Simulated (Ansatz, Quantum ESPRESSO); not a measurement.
# Screening and band shifts of H-SiC-F chair, 1 layer, part 4 of 6

How does H-SiC-F chair, 1 layer respond to a gate-like field without added charge?

Quantum ESPRESSO 7.5; plane-wave DFT, PBE, GBRV ultrasoft pseudopotentials; geometry and cross-check by Ansatz 0.2.0 with PAW datasets.

So far. Step 6 (SCF with pw.x: field 0.1 V/Å): The dipole goes from 0.1158 to 0.1330 e Å, 0.1718 e Å per V/Å. Step 7 (Potential by pp.x): The slope in the vacuum is 0.100 eV/Å for an applied 0.10 V/Å, as it should be.

**8. SCF with pw.x: field 0.2 V/Å**

The input, f2.in:

```
&control
  prefix = 'f2'
  outdir = './out'
  pseudo_dir = './pseudo'
  calculation = 'scf'
  tprnfor = .true.
  tefield = .true.
  dipfield = .true.
/
&system
  ibrav = 0
  nat = 4
  ntyp = 4
  ecutwfc = 40
  ecutrho = 200
  occupations = 'smearing'
  smearing = 'fd'
  degauss = 0.004
  edir = 3
  emaxpos = 0.97
  eopreg = 0.04
  eamp = 0.00388938
/
&electrons
  conv_thr = 1e-09
  mixing_beta = 0.4
  electron_maxstep = 120
  mixing_mode = 'plain'
  startingpot = 'file'
/
ATOMIC_SPECIES
  F   18.9984  f_pbe_v1.4.uspp.F.UPF
  C   12.0110  c_pbe_v1.2.uspp.F.UPF
  Si  28.0850  si_pbe_v1.uspp.F.UPF
  H   1.0080  h_pbe_v1.4.uspp.F.UPF
CELL_PARAMETERS angstrom
  3.15854778695671 0.00000000000000 0.00000000000000
  -1.57927389347836 2.73538262257163 -0.00000000000000
  0.00000000000000 -0.00000000000000 20.37333333330000
ATOMIC_POSITIONS crystal
  F   0.666666666667 0.333333333333 0.413527362792
  C   0.666666666667 0.333333333333 0.483610054135
  Si  0.333333333333 0.666666666667 0.512432802251
  H   0.333333333333 0.666666666667 0.586012241522
K_POINTS automatic
  12 12 1 0 0 0
```

Command:

```console
> cp -r out/f0.save out/f2.save
> OMP_NUM_THREADS=1 mpirun -n 2 pw.x -nk 2 -in f2.in > f2.out
```

Output:

```text
[banner, memory and clock lines left out]
Program PWSCF v.7.5 starts
[...]
number of electrons       =        16.00
     number of Kohn-Sham states=           12
     kinetic-energy cutoff     =      40.0000  Ry
     charge density cutoff     =     200.0000  Ry
[...]
number of k points=    74  Fermi-Dirac smearing, width (Ry)=  0.0040
[...]
Dense  grid:    56951 G-vectors     FFT dimensions: (  27,  27, 180)
[...]
The initial density is read from file :
[...]
negative rho (up, down):  6.385E-04 0.000E+00
[...]
Starting wfcs are   13 randomized atomic wfcs
[...]
negative rho (up, down):  6.399E-04 0.000E+00
[...]
estimated scf accuracy    <       0.00362360 Ry
[...]
negative rho (up, down):  6.405E-04 0.000E+00
[...]
estimated scf accuracy    <       0.00303937 Ry
[...]
negative rho (up, down):  6.410E-04 0.000E+00
[...]
estimated scf accuracy    <       0.00000468 Ry
[...]
negative rho (up, down):  6.411E-04 0.000E+00
[...]
estimated scf accuracy    <       0.00000133 Ry
[...]
negative rho (up, down):  6.412E-04 0.000E+00
[...]
estimated scf accuracy    <       0.00000006 Ry
[...]
negative rho (up, down):  6.412E-04 0.000E+00
[...]
estimated scf accuracy    <          4.3E-09 Ry
[...]
negative rho (up, down):  6.412E-04 0.000E+00
[...]
Computed dipole along edir(3) :
        Dipole                0.2837 Ry au,          0.7210 Debye
        Dipole field          0.0030 Ry au,
        E field amplitude [Ha a.u.]:  3.8894E-03
        Potential amp.        0.0657 Ry
        Total length         36.9600 bohr
[...]
the Fermi energy is    -2.2863 ev
!    total energy              =     -70.82420690 Ry
     estimated scf accuracy    <          2.6E-10 Ry
     smearing contrib. (-TS)   =      -0.00000000 Ry
     internal energy E=F+TS    =     -70.82420690 Ry
[...]
one-electron contribution =    -463.77358866 Ry
     hartree contribution      =     235.56327549 Ry
     xc contribution           =     -17.95517390 Ry
     ewald contribution        =     175.34263548 Ry
     electric field correction =      -0.00135531 Ry
     convergence has been achieved in   7 iterations
     negative rho (up, down):  6.412E-04 0.000E+00
[...]
Total force =     0.013620     Total SCF correction =     0.000026
[...]
```

The job ended after 34 s (2 MPI ranks of Arm Neoverse V2, shared host; peak memory 0.37 GiB).

Read from the output:

| Property | Result |
| --- | --- |
| free energy | -963.6124 eV |
| Fermi energy | -2.286 eV |
| dipole along the normal | 0.1501 e·Å |
| valence top, on the run's zero | -3.848 eV |
| conduction bottom, on the run's zero | -1.142 eV |
| gap by band count | 2.706 eV |

The dipole goes from 0.1158 to 0.1501 e Å, 0.1716 e Å per V/Å.

**9. Electrostatic potential**

The input, f2.pot.in:

```
&inputpp
  prefix = 'f2'
  outdir = './out'
  filplot = 'f2.pot.dat'
  plot_num = 11
/
```

Command:

```console
> OMP_NUM_THREADS=1 mpirun -n 2 pp.x -in f2.pot.in > f2.pot.out
```

It took 1 s on 2 MPI ranks; peak memory 0.14 GiB.

Numbers from this step:

| Quantity | Value |
| --- | --- |
| slope of the potential above | 0.2000 eV/Å |
| upper vacuum line continued to the top atoms, over the valence top | 5.219 eV |
| slope of the potential below | 0.2000 eV/Å |
| lower vacuum line continued to the bottom atoms, over the valence top | 7.660 eV |

The slope in the vacuum is 0.200 eV/Å for an applied 0.20 V/Å, as it should be.

**10. Bands along a path: field 0.2 V/Å**

The input, f2.bands.in:

```
&control
  prefix = 'f2.bands'
  outdir = './out'
  pseudo_dir = './pseudo'
  calculation = 'bands'
  tefield = .true.
  dipfield = .true.
/
&system
  ibrav = 0
  nat = 4
  ntyp = 4
  ecutwfc = 40
  ecutrho = 200
  occupations = 'smearing'
  smearing = 'fd'
  degauss = 0.004
  edir = 3
  emaxpos = 0.97
  eopreg = 0.04
  eamp = 0.00388938
  nbnd = 14
/
&electrons
  conv_thr = 1e-07
  mixing_beta = 0.4
  electron_maxstep = 120
  mixing_mode = 'local-TF'
/
ATOMIC_SPECIES
  F   18.9984  f_pbe_v1.4.uspp.F.UPF
  C   12.0110  c_pbe_v1.2.uspp.F.UPF
  Si  28.0850  si_pbe_v1.uspp.F.UPF
  H   1.0080  h_pbe_v1.4.uspp.F.UPF
CELL_PARAMETERS angstrom
  3.15854778695671 0.00000000000000 0.00000000000000
  -1.57927389347836 2.73538262257163 -0.00000000000000
  0.00000000000000 -0.00000000000000 20.37333333330000
ATOMIC_POSITIONS crystal
  F   0.666666666667 0.333333333333 0.413527362792
  C   0.666666666667 0.333333333333 0.483610054135
  Si  0.333333333333 0.666666666667 0.512432802251
  H   0.333333333333 0.666666666667 0.586012241522
K_POINTS crystal_b
4
  0.0000000000 0.0000000000 0.0000000000 14
  0.5000000000 0.0000000000 0.0000000000 14
  0.3333333333 0.3333333333 0.0000000000 14
  0.0000000000 0.0000000000 0.0000000000 1
```

Command:

```console
> cp -r out/f2.save out/f2.bands.save
> cp out/f2.xml out/f2.bands.xml
> OMP_NUM_THREADS=1 mpirun -n 2 pw.x -nk 2 -in f2.bands.in > f2.bands.out
```

Output:

```text
[banner, memory and clock lines left out]
Program PWSCF v.7.5 starts
[citation notice left out]

[...]
bravais-lattice index     =            0
     lattice parameter (alat)  =       5.9688  a.u.
     unit-cell volume          =    1187.8572 (a.u.)^3
     number of atoms/cell      =            4
     number of atomic types    =            4
     number of electrons       =        16.00
     number of Kohn-Sham states=           14
     kinetic-energy cutoff     =      40.0000  Ry
     charge density cutoff     =     200.0000  Ry
     Exchange-correlation=  SLA  PW   PBX  PBC
                           (   1   4   3   4   0   0   0)

[...]
PseudoPot. # 1 for F  read from file:
     ./pseudo/f_pbe_v1.4.uspp.F.UPF
     Pseudo is Ultrasoft, Zval =  7.0
     Generated by new atomic code, or converted to UPF format
     Using radial grid of  799 points,  4 beta functions with:
                l(1) =   0
                l(2) =   0
                l(3) =   1
                l(4) =   1
     Q(r) pseudized with  8 coefficients,  rinner =    0.950   0.950   0.950

     PseudoPot. # 2 for C  read from file:
     ./pseudo/c_pbe_v1.2.uspp.F.UPF
     Pseudo is Ultrasoft + core correction, Zval =  4.0
     Generated by new atomic code, or converted to UPF format
     Using radial grid of  721 points,  4 beta functions with:
                l(1) =   0
                l(2) =   0
                l(3) =   1
                l(4) =   1
     Q(r) pseudized with  8 coefficients,  rinner =    1.100   1.100   1.100

     PseudoPot. # 3 for Si read from file:
     ./pseudo/si_pbe_v1.uspp.F.UPF
     Pseudo is Ultrasoft + core correction, Zval =  4.0
     Generated by new atomic code, or converted to UPF format
     Using radial grid of  899 points,  6 beta functions with:
                l(1) =   0
                l(2) =   0
                l(3) =   1
                l(4) =   1
                l(5) =   2
                l(6) =   2
     Q(r) pseudized with  8 coefficients,  rinner =    0.900   0.900   0.900
                                                       0.900   0.900

     PseudoPot. # 4 for H  read from file:
     ./pseudo/h_pbe_v1.4.uspp.F.UPF
     Pseudo is Ultrasoft, Zval =  1.0
     Generated by new atomic code, or converted to UPF format
     Using radial grid of  615 points,  2 beta functions with:
                l(1) =   0
                l(2) =   0
     Q(r) pseudized with  8 coefficients,  rinner =    0.700

     atomic species   valence    mass     pseudopotential
     F                 7.00    18.99840     F ( 1.00)
     C                 4.00    12.01100     C ( 1.00)
     Si                4.00    28.08500     Si( 1.00)
     H                 1.00     1.00800     H ( 1.00)

     No symmetry found

[...]
number of k points=    43  Fermi-Dirac smearing, width (Ry)=  0.0040
[...]
Dense  grid:    56951 G-vectors     FFT dimensions: (  27,  27, 180)

     Smooth grid:    40403 G-vectors     FFT dimensions: (  25,  25, 160)

     The potential is recalculated from file :
     ./out/f2.bands.save/charge-density

     negative rho (up, down):  6.412E-04 0.000E+00

     Adding external electric field

     Computed dipole along edir(3) :
        Dipole                0.2837 Ry au,          0.7210 Debye
        Dipole field          0.0030 Ry au,

        E field amplitude [Ha a.u.]:  3.8894E-03
        Potential amp.        0.0657 Ry
        Total length         36.9600 bohr

     Starting wfcs are   13 randomized atomic wfcs +    1 random wfcs

     Band Structure Calculation
     Davidson diagonalization with overlap

     ethr =  6.25E-10,  avg # of iterations = 49.5

     End of band structure calculation

          k = 0.0000 0.0000 0.0000 (  4997 PWs)   bands (ev):

   -28.0665 -17.0310 -11.4298  -8.1511  -8.1511  -7.9493  -3.8483  -3.8483
    -1.1424   1.0336   2.2542   2.6205   3.2143   3.2143

          k = 0.0357 0.0206 0.0000 (  4999 PWs)   bands (ev):

   -28.0643 -17.0133 -11.4237  -8.1959  -8.1579  -7.9270  -3.9352  -3.8700
    -1.0868   1.0649   2.2797   2.6512   3.1369   3.2686

[...]
```

It took 21 s on 2 MPI ranks; peak memory 0.16 GiB.

Band numbers count within the set of bands kept for display. Electronic bands along the path, in eV, zero at the highest filled level of the SCF mesh; v1 is the highest filled band, c1 the lowest empty one:

```
  point     v4     v3     v2     v1    c1    c2    c3    c4
      Γ  -4.30  -4.10   0.00   0.00  2.71  4.88  6.10  6.47
halfway  -4.58  -4.00  -1.98  -0.69  3.68  5.24  6.20  7.32
      M  -4.84  -4.59  -2.29  -1.16  3.45  4.22  7.34  8.99
halfway  -5.41  -4.53  -2.46  -1.77  4.17  5.31  7.68  7.76
      K  -5.88  -4.49  -2.85  -1.85  5.02  5.08  7.89  8.86
halfway  -4.89  -4.02  -2.04  -1.32  4.18  5.63  6.70  7.50
      Γ  -4.30  -4.10   0.00   0.00  2.71  4.88  6.10  6.47
```

Upper empty bands that drop with the field can be states of the vacuum, held by the sawtooth; they depend on the cell's width.

Along this path the valence top lies at Γ and the conduction bottom at Γ.

**11. SCF with pw.x: field 0.3 V/Å**

f3.in is the input of step 8 with these lines changed:

```diff
@@ -1,3 +1,3 @@
 &control
-  prefix = 'f2'
+  prefix = 'f3'
   outdir = './out'
@@ -21,3 +21,3 @@
   eopreg = 0.04
-  eamp = 0.00388938
+  eamp = 0.00583407
 /
```

Command:

```console
> cp -r out/f0.save out/f3.save
> OMP_NUM_THREADS=1 mpirun -n 2 pw.x -nk 2 -in f3.in > f3.out
```

Output:

```text
[banner, memory and clock lines left out]
Program PWSCF v.7.5 starts
[...]
number of electrons       =        16.00
     number of Kohn-Sham states=           12
     kinetic-energy cutoff     =      40.0000  Ry
     charge density cutoff     =     200.0000  Ry
[...]
number of k points=    74  Fermi-Dirac smearing, width (Ry)=  0.0040
[...]
Dense  grid:    56951 G-vectors     FFT dimensions: (  27,  27, 180)
[...]
The initial density is read from file :
[...]
negative rho (up, down):  6.385E-04 0.000E+00
[...]
Starting wfcs are   13 randomized atomic wfcs
[...]
negative rho (up, down):  6.402E-04 0.000E+00
[...]
estimated scf accuracy    <       0.00801894 Ry
[...]
negative rho (up, down):  6.409E-04 0.000E+00
[...]
estimated scf accuracy    <       0.00657911 Ry
[...]
negative rho (up, down):  6.417E-04 0.000E+00
[...]
estimated scf accuracy    <       0.00001020 Ry
[...]
negative rho (up, down):  6.420E-04 0.000E+00
[...]
estimated scf accuracy    <       0.00000313 Ry
[...]
negative rho (up, down):  6.422E-04 0.000E+00
[...]
estimated scf accuracy    <       0.00000015 Ry
[...]
negative rho (up, down):  6.423E-04 0.000E+00
[...]
estimated scf accuracy    <       0.00000001 Ry
[...]
negative rho (up, down):  6.423E-04 0.000E+00
[...]
Computed dipole along edir(3) :
        Dipole                0.3159 Ry au,          0.8030 Debye
        Dipole field          0.0033 Ry au,
        E field amplitude [Ha a.u.]:  5.8341E-03
        Potential amp.        0.1842 Ry
        Total length         36.9600 bohr
[...]
the Fermi energy is    -2.2289 ev
!    total energy              =     -70.82537290 Ry
     estimated scf accuracy    <          5.6E-10 Ry
     smearing contrib. (-TS)   =      -0.00000000 Ry
     internal energy E=F+TS    =     -70.82537290 Ry
[...]
one-electron contribution =    -463.82534656 Ry
     hartree contribution      =     235.61647484 Ry
     xc contribution           =     -17.95650622 Ry
     ewald contribution        =     175.34263548 Ry
     electric field correction =      -0.00263044 Ry
     convergence has been achieved in   7 iterations
     negative rho (up, down):  6.423E-04 0.000E+00
[...]
Total force =     0.015537     Total SCF correction =     0.000024
[...]
```

It took 34 s on 2 MPI ranks; peak memory 0.31 GiB; 68 s of CPU time.

Numbers from this step:

```
free energy                          : -963.6283 eV
Fermi energy                         : -2.229 eV
dipole along the normal              : 0.1672 e·Å
valence top, on the run's zero       : -3.840 eV
conduction bottom, on the run's zero : -1.128 eV
gap by band count                    : 2.711 eV
```

The dipole goes from 0.1158 to 0.1672 e Å, 0.1713 e Å per V/Å.

**12. Electrostatic potential**

The input, f3.pot.in:

```
&inputpp
  prefix = 'f3'
  outdir = './out'
  filplot = 'f3.pot.dat'
  plot_num = 11
/
```

Command:

```console
> OMP_NUM_THREADS=1 mpirun -n 2 pp.x -in f3.pot.in > f3.pot.out
```

It took 1 s on 2 MPI ranks; peak memory 0.14 GiB; 1.9 s of CPU time.

This step gave:

- slope of the potential above: 0.3000 eV/Å
- upper vacuum line continued to the top atoms, over the valence top: 5.223 eV
- slope of the potential below: 0.3000 eV/Å
- lower vacuum line continued to the bottom atoms, over the valence top: 7.671 eV

The slope in the vacuum is 0.300 eV/Å for an applied 0.30 V/Å, as it should be.

Each curve counts from the valence top of its own run.

The runs together. The potential energy by z:

```
z (Å)  potential at 0 V/Å (eV)  potential at 0.1 V/Å (eV)  potential at 0.2 V/Å (eV)  potential at 0.3 V/Å (eV)
    0                     7.03                       6.62                       6.21                       5.80
    1                     7.64                       6.91                       6.18                       5.44
    2                     7.64                       7.01                       6.38                       5.74
    3                     7.64                       7.11                       6.58                       6.04
    4                     7.64                       7.21                       6.78                       6.34
    5                     7.64                       7.31                       6.98                       6.64
    6                     7.64                       7.41                       7.17                       6.94
    7                     7.60                       7.46                       7.33                       7.20
    8                     3.82                       3.77                       3.72                       3.67
    9                     1.46                       1.45                       1.44                       1.42
   10                    -14.5                      -14.5                      -14.5                      -14.5
   11                    -4.76                      -4.73                      -4.71                      -4.69
   12                     2.34                       2.39                       2.43                       2.48
   13                     5.06                       5.17                       5.29                       5.40
   14                     5.21                       5.42                       5.63                       5.84
   15                     5.21                       5.52                       5.83                       6.14
   16                     5.21                       5.62                       6.03                       6.44
   17                     5.21                       5.72                       6.23                       6.74
   18                     5.21                       5.82                       6.43                       7.04
   19                     5.21                       5.92                       6.63                       7.34
   20                     5.92                       6.24                       6.56                       6.88
```

(Continued in part 5 of 6.)

[Logs are printed without paths, hosts, clocks, repeated set-up lines and the standing remarks that a program may print on its own settings, such as how far it seeks lower states.]

[Hosts, paths, dates, database ids (printed as entryN), source tags and the programs' standing remarks are cut or masked in the printed files.]

[Maps of the electrostatic potential energy from Ansatz leave out the sawtooth potential of an applied field or a dipole correction, so their vacuum need not be flat; planar profiles and work functions include it.]
